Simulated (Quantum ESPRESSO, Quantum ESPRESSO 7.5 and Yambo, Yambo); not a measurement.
# SnSe2 (1T monolayer): G0W0 with Yambo, start to end

Wanted: ground state, empty states, screening and self-energy for SnSe2 (1T monolayer).

Main program and level: Quantum ESPRESSO 7.5 and Yambo 5.3.0; PBE and many-body steps on it, plane waves.

### 1. The starting structure

The cell holds 3 atoms: 1 Sn and 2 Se. Its edges and angles: a = 3.872 Å, b = 3.872 Å, c = 15.000 Å, α = 90.0°, β = 90.0°, γ = 120.0°. Vacuum lies along c.

The structure was relaxed with PBE. The runs that relaxed it are not among those shown.

### 2. Ground state

This step: Quantum ESPRESSO 7.5; DFT, PBE, plane waves, norm-conserving pseudopotentials.

The ground-state density comes first.

Input file pw.in:

```
&control
  calculation = 'scf'
  prefix = 'x'
  outdir = 'o'
  pseudo_dir = 'pseudo'
/
&system
  ibrav = 0
  nat = 3
  ntyp = 2
  ecutwfc = 104.0
  nbnd = 40
  force_symmorphic = .true.
/
&electrons
  conv_thr = 1e-10
  electron_maxstep = 80
  mixing_beta = 0.5
/
ATOMIC_SPECIES
  Sn 118.71 Sn.upf
  Se 78.971 Se.upf
CELL_PARAMETERS angstrom
  3.8716529879 0.0000000000 0.0000000000
  -1.9358264940 3.3529498421 0.0000000000
  0.0000000000 0.0000000000 15.0000000000
ATOMIC_POSITIONS crystal
  Sn 0.0000000000 0.0000000000 0.5000000000
  Se 0.3333333333 0.6666666667 0.6064274056
  Se 0.6666666667 0.3333333333 0.3935725944
K_POINTS automatic
  9 9 1 0 0 0
```

Command:

```sh
$ OMP_NUM_THREADS=1 mpirun -n 8 pw.x -nk 8 -in pw.in > pw.out
```

Log:

```text
Program PWSCF v.7.5 starts

     This program is part of the open-source Quantum ESPRESSO suite
     for quantum simulation of materials; please cite
         "P. Giannozzi et al., J. Phys.:Condens. Matter 21 395502 (2009);
         "P. Giannozzi et al., J. Phys.:Condens. Matter 29 465901 (2017);
         "P. Giannozzi et al., J. Chem. Phys. 152 154105 (2020);
     in publications or presentations arising from this work. More details at
     Message from routine setup:
     using ibrav=0 with symmetry is DISCOURAGED, use correct ibrav instead

     G-vector sticks info

     bravais-lattice index     =            0
     lattice parameter (alat)  =       7.3164  a.u.
     unit-cell volume          =    1314.0483 (a.u.)^3
     number of atoms/cell      =            3
     number of atomic types    =            2
     number of electrons       =        70.00
     number of Kohn-Sham states=           40
     kinetic-energy cutoff     =     104.0000  Ry
     charge density cutoff     =     416.0000  Ry
     scf convergence threshold =      1.0E-10
     mixing beta               =       0.5000
     number of iterations used =            8  plain     mixing
     Exchange-correlation= PBE
                           (   1   4   3   4   0   0   0)

     celldm(1)=   7.316364  celldm(2)=   0.000000  celldm(3)=   0.000000
     celldm(4)=   0.000000  celldm(5)=   0.000000  celldm(6)=   0.000000

     crystal axes: (cart. coord. in units of alat)
               a(1) = (   1.000000   0.000000   0.000000 )
               a(2) = (  -0.500000   0.866025   0.000000 )
               a(3) = (   0.000000   0.000000   3.874314 )

     reciprocal axes: (cart. coord. in units 2 pi/alat)
               b(1) = (  1.000000  0.577350 -0.000000 )
               b(2) = (  0.000000  1.154701  0.000000 )
               b(3) = (  0.000000 -0.000000  0.258110 )
     Pseudo is Norm-conserving + core correction, Zval = 22.0
     Generated using ONCVPSP code by D. R. Hamann
     Using radial grid of 1628 points,  6 beta functions with:
     Pseudo is Norm-conserving + core correction, Zval = 24.0
     Generated using ONCVPSP code by D. R. Hamann
     Using radial grid of 1214 points,  6 beta functions with:
     Sn               22.00   118.71000     Sn( 1.00)
     Se               24.00    78.97100     Se( 1.00)

     12 Sym. Ops., with inversion, found

   Cartesian axes

     site n.     atom                  positions (alat units)
         1        Sn     tau(   1) = (   0.0000000   0.0000000   1.9371571  )
         2        Se     tau(   2) = (  -0.0000000   0.5773503   2.3494903  )
         3        Se     tau(   3) = (   0.5000000   0.2886751   1.5248239  )

     number of k points=    12
                       cart. coord. in units 2pi/alat
        k(    1) = (   0.0000000   0.0000000   0.0000000), wk =   0.0246914
        k(    2) = (   0.0000000   0.1283001   0.0000000), wk =   0.1481481
        k(    3) = (   0.0000000   0.2566001   0.0000000), wk =   0.1481481
        k(    4) = (   0.0000000   0.3849002   0.0000000), wk =   0.1481481
        k(    5) = (   0.0000000   0.5132002   0.0000000), wk =   0.1481481
        k(    6) = (   0.1111111   0.1924501   0.0000000), wk =   0.1481481
        k(    7) = (   0.1111111   0.3207501   0.0000000), wk =   0.2962963
        k(    8) = (   0.1111111   0.4490502   0.0000000), wk =   0.2962963
        k(    9) = (   0.1111111   0.5773503   0.0000000), wk =   0.1481481
        k(   10) = (   0.2222222   0.3849002   0.0000000), wk =   0.1481481
        k(   11) = (   0.2222222   0.5132002   0.0000000), wk =   0.2962963
        k(   12) = (   0.3333333   0.5773503   0.0000000), wk =   0.0493827

     Dense  grid:   188291 G-vectors     FFT dimensions: (  48,  48, 192)

     Initial potential from superposition of free atoms

     starting charge      69.9983, renormalised to      70.0000
     Starting wfcs are   39 randomized atomic wfcs +    1 random wfcs

     per-process dynamical memory:   141.2 Mb

     Self-consistent Calculation

     iteration #  1     ecut=   104.00 Ry     beta= 0.50

     Threshold (ethr) on eigenvalues was too large:
     Diagonalizing with lowered threshold

     total energy              =   -1796.24802662 Ry
     estimated scf accuracy    <       0.07862639 Ry

     iteration #  2     ecut=   104.00 Ry     beta= 0.50

     total energy              =   -1796.26169695 Ry
     estimated scf accuracy    <       0.02249329 Ry

     iteration #  3     ecut=   104.00 Ry     beta= 0.50

     total energy              =   -1796.26648346 Ry
     estimated scf accuracy    <       0.00351778 Ry

     iteration #  4     ecut=   104.00 Ry     beta= 0.50

     total energy              =   -1796.26696532 Ry
     estimated scf accuracy    <       0.00029144 Ry

     iteration #  5     ecut=   104.00 Ry     beta= 0.50

     total energy              =   -1796.26698000 Ry
     estimated scf accuracy    <       0.00000984 Ry

     iteration #  6     ecut=   104.00 Ry     beta= 0.50

     total energy              =   -1796.26698148 Ry
     estimated scf accuracy    <       0.00000051 Ry

     iteration #  7     ecut=   104.00 Ry     beta= 0.50

     total energy              =   -1796.26698161 Ry
     estimated scf accuracy    <       0.00000004 Ry

     iteration #  8     ecut=   104.00 Ry     beta= 0.50

     total energy              =   -1796.26698162 Ry
     estimated scf accuracy    <          2.1E-09 Ry

     iteration #  9     ecut=   104.00 Ry     beta= 0.50

     total energy              =   -1796.26698162 Ry
     estimated scf accuracy    <          5.3E-10 Ry

     iteration # 10     ecut=   104.00 Ry     beta= 0.50

     total energy              =   -1796.26698162 Ry
     estimated scf accuracy    <          1.4E-10 Ry

     iteration # 11     ecut=   104.00 Ry     beta= 0.50

     End of self-consistent calculation

          k = 0.0000 0.0000 0.0000 ( 23547 PWs)   bands (ev):

  -206.8538-206.8538-146.3464-146.3464-146.3464-146.3464-146.3058-146.3058
  -129.0063 -84.7844 -84.7844 -84.7746 -46.5280 -46.5280 -46.5280 -46.5280
   -46.4907 -46.4907 -46.4904 -46.4904 -46.4782 -46.4781 -20.9774 -20.9774
   -20.9474 -20.9376 -20.9376 -13.1638 -11.9054  -5.3968  -0.8812  -0.3098
    -0.3098   0.0635   0.0635   1.6366   3.1999   4.7148   4.7148   5.2980

          k = 0.0000 0.1283 0.0000 ( 23515 PWs)   bands (ev):

  -206.8538-206.8538-146.3464-146.3464-146.3464-146.3464-146.3058-146.3058
  -129.0063 -84.7845 -84.7844 -84.7746 -46.5280 -46.5280 -46.5280 -46.5280
   -46.4907 -46.4907 -46.4905 -46.4904 -46.4782 -46.4781 -20.9812 -20.9733
   -20.9447 -20.9404 -20.9375 -13.0524 -11.8304  -5.4346  -1.2575  -0.8338
    -0.6678  -0.4996   0.1471   2.1743   3.8056   4.5701   4.9788   5.5750

          k = 0.0000 0.2566 0.0000 ( 23509 PWs)   bands (ev):

  -206.8538-206.8538-146.3464-146.3464-146.3464-146.3464-146.3058-146.3058
  -129.0063 -84.7845 -84.7845 -84.7746 -46.5280 -46.5280 -46.5278 -46.5278
   -46.4907 -46.4907 -46.4905 -46.4905 -46.4781 -46.4780 -20.9927 -20.9643
   -20.9477 -20.9359 -20.9358 -12.7349 -11.6388  -5.6489  -2.5573  -1.4681
    -1.2318  -0.6520   0.0905   2.1035   4.1071   5.4484   5.4904   6.0120

          k = 0.0000 0.3849 0.0000 ( 23496 PWs)   bands (ev):

     [... further k-points ...]

     highest occupied, lowest unoccupied level (ev):     0.1471    0.9866

!    total energy              =   -1796.26698162 Ry
     estimated scf accuracy    <          1.3E-12 Ry

     The total energy is the sum of the following terms:
     one-electron contribution =   -4386.80139710 Ry
     hartree contribution      =    2118.00536255 Ry
     xc contribution           =    -169.38688318 Ry
     ewald contribution        =     641.91593610 Ry

     convergence has been achieved in  11 iterations

     XML data file, charge density, pseudopotentials, collected wavefunctions

=------------------------------------------------------------------------------=
   JOB DONE.
=------------------------------------------------------------------------------=
```

Elapsed: 46 s, on 8 MPI ranks of Arm Neoverse V1, shared host; peak memory 1.8 GiB.

This step gave:

```yaml
total_energy: -24439.4573 eV
gap: 0.8394 eV
k_of_the_valence_top: 0, 0.1111, 0
k_of_the_conduction_bottom: 0, 0.4444, 0
least_direct_gap: 1.139 eV
```

The gap is indirect, with the least direct gap 0.30 eV higher.

### 3. Bands along the symmetry lines

Levels along a band path, at the cheap level, show where the edges lie and whether the meshes to come will hold them.

Input file pw.in:

```
&control
  calculation = 'bands'
  prefix = 'x'
  outdir = 'o'
  pseudo_dir = 'pseudo'
/
&system
  ibrav = 0
  nat = 3
  ntyp = 2
  ecutwfc = 104.0
  nbnd = 41
  force_symmorphic = .true.
/
&electrons
  conv_thr = 1e-9
  electron_maxstep = 80
  diago_full_acc = .true.
  diago_thr_init = 5e-6
/
ATOMIC_SPECIES
  Sn 118.71 Sn.upf
  Se 78.971 Se.upf
CELL_PARAMETERS angstrom
  3.8716529879 0.0000000000 0.0000000000
  -1.9358264940 3.3529498421 0.0000000000
  0.0000000000 0.0000000000 15.0000000000
ATOMIC_POSITIONS crystal
  Sn 0.0000000000 0.0000000000 0.5000000000
  Se 0.3333333333 0.6666666667 0.6064274056
  Se 0.6666666667 0.3333333333 0.3935725944
K_POINTS crystal
  25
  0.00000000 0.00000000 0.00000000 1
  0.06250000 0.00000000 0.00000000 1
  0.12500000 0.00000000 0.00000000 1
  0.18750000 0.00000000 0.00000000 1
  0.25000000 0.00000000 0.00000000 1
  0.31250000 0.00000000 0.00000000 1
  0.37500000 0.00000000 0.00000000 1
  0.43750000 0.00000000 0.00000000 1
  0.50000000 0.00000000 0.00000000 1
  0.47916667 0.04166667 0.00000000 1
  0.45833333 0.08333333 0.00000000 1
  0.43750000 0.12500000 0.00000000 1
  0.41666666 0.16666666 0.00000000 1
  0.39583333 0.20833333 0.00000000 1
  0.37500000 0.25000000 0.00000000 1
  0.35416666 0.29166666 0.00000000 1
  0.33333333 0.33333333 0.00000000 1
  0.29166666 0.29166666 0.00000000 1
  0.25000000 0.25000000 0.00000000 1
  0.20833333 0.20833333 0.00000000 1
  0.16666666 0.16666666 0.00000000 1
  0.12500000 0.12500000 0.00000000 1
  0.08333333 0.08333333 0.00000000 1
  0.04166667 0.04166667 0.00000000 1
  0.00000000 0.00000000 0.00000000 1
```

Log:

```text
[banner, memory and clock lines left out]
Program PWSCF v.7.5 starts

     Atomic positions and unit cell read from directory:
     o/x.save/

     Message from routine setup:
     using ibrav=0 with symmetry is DISCOURAGED, use correct ibrav instead

     G-vector sticks info

     bravais-lattice index     =            0
     lattice parameter (alat)  =       7.3164  a.u.
     unit-cell volume          =    1314.0483 (a.u.)^3
     number of atoms/cell      =            3
     number of atomic types    =            2
     number of electrons       =        70.00
     number of Kohn-Sham states=           41
     kinetic-energy cutoff     =     104.0000  Ry
     charge density cutoff     =     416.0000  Ry
     Exchange-correlation= PBE
                           (   1   4   3   4   0   0   0)

     celldm(1)=   7.316364  celldm(2)=   0.000000  celldm(3)=   0.000000
     celldm(4)=   0.000000  celldm(5)=   0.000000  celldm(6)=   0.000000

     crystal axes: (cart. coord. in units of alat)
               a(1) = (   1.000000   0.000000   0.000000 )
               a(2) = (  -0.500000   0.866025   0.000000 )
               a(3) = (   0.000000   0.000000   3.874314 )

     reciprocal axes: (cart. coord. in units 2 pi/alat)
               b(1) = (  1.000000  0.577350 -0.000000 )
               b(2) = (  0.000000  1.154701  0.000000 )
               b(3) = (  0.000000 -0.000000  0.258110 )
     Pseudo is Norm-conserving + core correction, Zval = 22.0
     Generated using ONCVPSP code by D. R. Hamann
     Using radial grid of 1628 points,  6 beta functions with:
     Pseudo is Norm-conserving + core correction, Zval = 24.0
     Generated using ONCVPSP code by D. R. Hamann
     Using radial grid of 1214 points,  6 beta functions with:
     Sn               22.00   118.71000     Sn( 1.00)
     Se               24.00    78.97100     Se( 1.00)

     12 Sym. Ops., with inversion, found

   Cartesian axes

     site n.     atom                  positions (alat units)
         1        Sn     tau(   1) = (   0.0000000   0.0000000   1.9371571  )
         2        Se     tau(   2) = (  -0.0000000   0.5773503   2.3494903  )
         3        Se     tau(   3) = (   0.5000000   0.2886751   1.5248239  )

     number of k points=    25
                       cart. coord. in units 2pi/alat
        k(    1) = (   0.0000000   0.0000000   0.0000000), wk =   0.0800000
        k(    2) = (   0.0625000   0.0360844   0.0000000), wk =   0.0800000
        k(    3) = (   0.1250000   0.0721688   0.0000000), wk =   0.0800000
[...]
[... 13 further rows ...]
        k(   24) = (   0.0416667   0.0721688   0.0000000), wk =   0.0800000
        k(   25) = (   0.0000000   0.0000000   0.0000000), wk =   0.0800000

     Dense  grid:   188291 G-vectors     FFT dimensions: (  48,  48, 192)

     The potential is recalculated from file :
     o/x.save/charge-density

     Starting wfcs are   39 randomized atomic wfcs +    2 random wfcs

     Band Structure Calculation

     End of band structure calculation

          k = 0.0000 0.0000 0.0000 ( 23547 PWs)   bands (ev):

  -206.8538-206.8538-146.3464-146.3464-146.3464-146.3464-146.3058-146.3058
  -129.0063 -84.7844 -84.7844 -84.7746 -46.5280 -46.5280 -46.5280 -46.5280
   -46.4907 -46.4907 -46.4904 -46.4904 -46.4782 -46.4781 -20.9774 -20.9774
   -20.9474 -20.9376 -20.9376 -13.1638 -11.9054  -5.3968  -0.8812  -0.3098
[...]
5.9064

          k = 0.0625 0.0361 0.0000 ( 23525 PWs)   bands (ev):

  -206.8538-206.8538-146.3464-146.3464-146.3464-146.3464-146.3058-146.3058
[...]
5.9344

          k = 0.1250 0.0722 0.0000 ( 23505 PWs)   bands (ev):

  -206.8538-206.8538-146.3464-146.3464-146.3464-146.3464-146.3058-146.3058
[...]
6.0174

[...]
k = 0.0417 0.0722 0.0000 ( 23511 PWs)   bands (ev):

  -206.8538-206.8538-146.3464-146.3464-146.3464-146.3464-146.3058-146.3058
[...]
5.9438

          k = 0.0000 0.0000 0.0000 ( 23547 PWs)   bands (ev):

  -206.8538-206.8538-146.3464-146.3464-146.3464-146.3464-146.3058-146.3058
[...]
-20.9474 -20.9376 -20.9376 -13.1638 -11.9054  -5.3968  -0.8812  -0.3098
    -0.3098   0.0636   0.0636   1.6366   3.1999   4.7148   4.7148   5.2980
     5.9064

     XML data file, pseudopotentials, collected wavefunctions
```

The job ended after 18 s (8 MPI ranks; peak memory 1.6 GiB; 2.4 min of CPU time).

Numbers from this step:

- gap: 0.7804 eV
- k of the valence top: 0.125, 0, 0
- k of the conduction bottom: 0.5, 0, 0
- least direct gap: 1.097 eV

The gap is 0.780 eV, −0.059 eV from the run before at this level.

The electronic bands at the labelled points (eV, zero at the top of the highest filled band):

```
  point  band 32  band 33  band 34  band 35  band 36  band 37  band 38  band 39
      Γ    -0.46    -0.46    -0.09    -0.09     1.49     3.05     4.56     4.56
halfway    -1.80    -1.51    -0.76    -0.09     1.79     4.04     5.42     5.45
      M    -2.20    -2.14    -0.66    -0.32     0.78     4.09     5.42     5.71
halfway    -2.95    -2.44    -0.81    -0.63     1.52     5.08     5.24     5.71
      K    -3.50    -3.13    -0.78    -0.78     1.79     5.26     5.26     6.51
halfway    -2.68    -1.39    -0.87    -0.44     2.11     4.64     5.00     5.55
      Γ    -0.46    -0.46    -0.09    -0.09     1.49     3.05     4.56     4.56
```

[end of part 1 of 3]

[Paths, hosts, dates, memory and timing lines, banners, echoed tables and standing remarks are left out of the program output.]

[Logs are printed without paths, hosts, clocks, repeated set-up lines and the standing remarks that a program may print on its own settings, such as how far it seeks lower states.]

[Runs of the session that timed out or met a known fault of the program may be left out.]

[Hosts, paths, dates, database ids (printed as entryN), source tags and the programs' standing remarks are cut or masked in the printed files.]
